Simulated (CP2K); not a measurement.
Consider chloromethane at its PBE geometry (Å).

```xyz
5

C    -0.1499   -0.0081   -0.0043
Cl    1.6401    0.0877    0.0433
H    -0.4418   -0.6530   -0.8389
H    -0.5002   -0.4283    0.9437
H    -0.5481    1.0017   -0.1438
```

Method: CP2K XAS_TDP, all-electron GAPW, PBEh(45%), aug-pc-2, TDA, GW2X-corrected core level, ZORA, spin–orbit coupling.

Question: Predict the bright core excitations at the Cl L₂,₃ edge.

Leading lines: Cl2 201.73 eV. The leading line of an atom is its first one with 35 % of the strongest within 2.5 eV of its lowest line over the strength cut. Core ionisation energies at this level: Cl2 205.89/206.01/207.47 eV; the 2p½ level lies 1.52 eV above the 2p3/2 pair.

The first six lines of each atom with a strength over 0.0003:

```csv
atom,energy (eV),states,"strength, one atom",above the computed threshold
Cl2 (bonded to C),201.73,2,0.0098,
,203.23,2,0.0073,
,203.59,1,0.0004,
,204.03,2,0.0009,
,204.09,2,0.0009,
,204.12,1,0.0022,
```

Lines are vertical, at one geometry, with no vibrational structure. GW2X ionisation energies and lines can be off by 1 to 2 eV either way, and a good line position may hide errors that cancel. Rydberg lines, and the discretised continuum above threshold, depend on the basis and the box.

[Banner, clock and machine lines of the logs are left out without a mark of their own.]

[Logs are printed without paths, hosts, clocks, repeated set-up lines and the standing remarks that a program may print on its own settings, such as how far it seeks lower states.]

[Hosts, paths, dates, database ids (printed as entryN), source tags and the programs' standing remarks are cut or masked in the printed files.]
